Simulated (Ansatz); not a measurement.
# Binding curve of twisted 2H-MoTe2/1T-TiSe2 bilayer, 21.79° (42 atoms)

The cell holds 42 atoms: 7 Mo, 14 Te, 7 Ti and 14 Se. Cell: a = 9.339 Å, b = 9.339 Å, c = 26.040 Å, α = 90.0°, β = 90.0°, γ = 120.0°. It derives from Te2Mo and TiSe2. The starting structure: 2H-MoTe2 (a = 3.52 Å) under 1T-TiSe2 (a = 3.54 Å), bilayer, commensurate cell of 7 unit cells a layer, twist 21.79 deg, both strained to the mean lattice constant; facing planes 3.34 Å apart; 16 Å of vacuum; layers as built, displaced by a Gaussian of 0.01 Å. Regions: layer 1, 21 atoms (7 Mo and 14 Te); layer 2, 21 atoms (7 Ti and 14 Se). Vacuum lies along c.

Calculated with Ansatz 0.2.0: Kohn-Sham DFT, PBE+D3(BJ), PAW (set soft_2, large core), plane waves; cutoff 420 eV, k-mesh 3×3×1, fermi-dirac smearing of 0.05 eV. The upper part is moved rigidly along the normal by z from its relaxed place. Energies are the whole cell less its two frozen parts, over the face of 75.54 Å².

| shift z (Å) | interaction energy (meV/Å²) |
| --- | --- |
| -0.3 | -25.43 |
| +0.0 | -28.45 |
| +0.3 | -26.74 |
| +0.8 | ? |
| +1.6 | -12.66 |
| +3.0 | -5.677 |

Task: Fit the universal binding curve to the rows given and interpolate to the withheld row.

Worked fit:

The universal binding curve is E(z) = −D (1 + z/l) exp(−z/l), whose curvature at z = 0 is D/l². The depth is D = 28.45 meV/Å². The three points about zero give the curvature [E(+0.3) + E(−0.3) − 2E(0)] / 0.3² = 52.57 meV/Å⁴, so l = √(D / curvature) = 0.736 Å. At z = 0.8 Å, z/l = 1.087.

Prediction at +0.8: -20.02 meV/Å². The run gave -20.88 meV/Å², so the fit is high by 0.85 meV/Å² (4.1 % of the value).

At the last row, z = 3 Å, the curve gives -2.45 against -5.68 meV/Å² computed: the computed tail is longer than the exponential, as the curve was made for metallic and covalent adhesion, while a dispersion term decays as a power of the distance. Among the rows given, the largest miss of the fit is at +3.0, by 3.2 meV/Å² (14 % of the range of the table).

Limits: The parts are rigid, and they also feel their periodic images through the vacuum. The slab bears a dipole and has periodic images along its normal, so a spurious field crosses the vacuum.

[Hosts, paths, dates, database ids (printed as entryN), source tags and the programs' standing remarks are cut or masked in the printed files.]
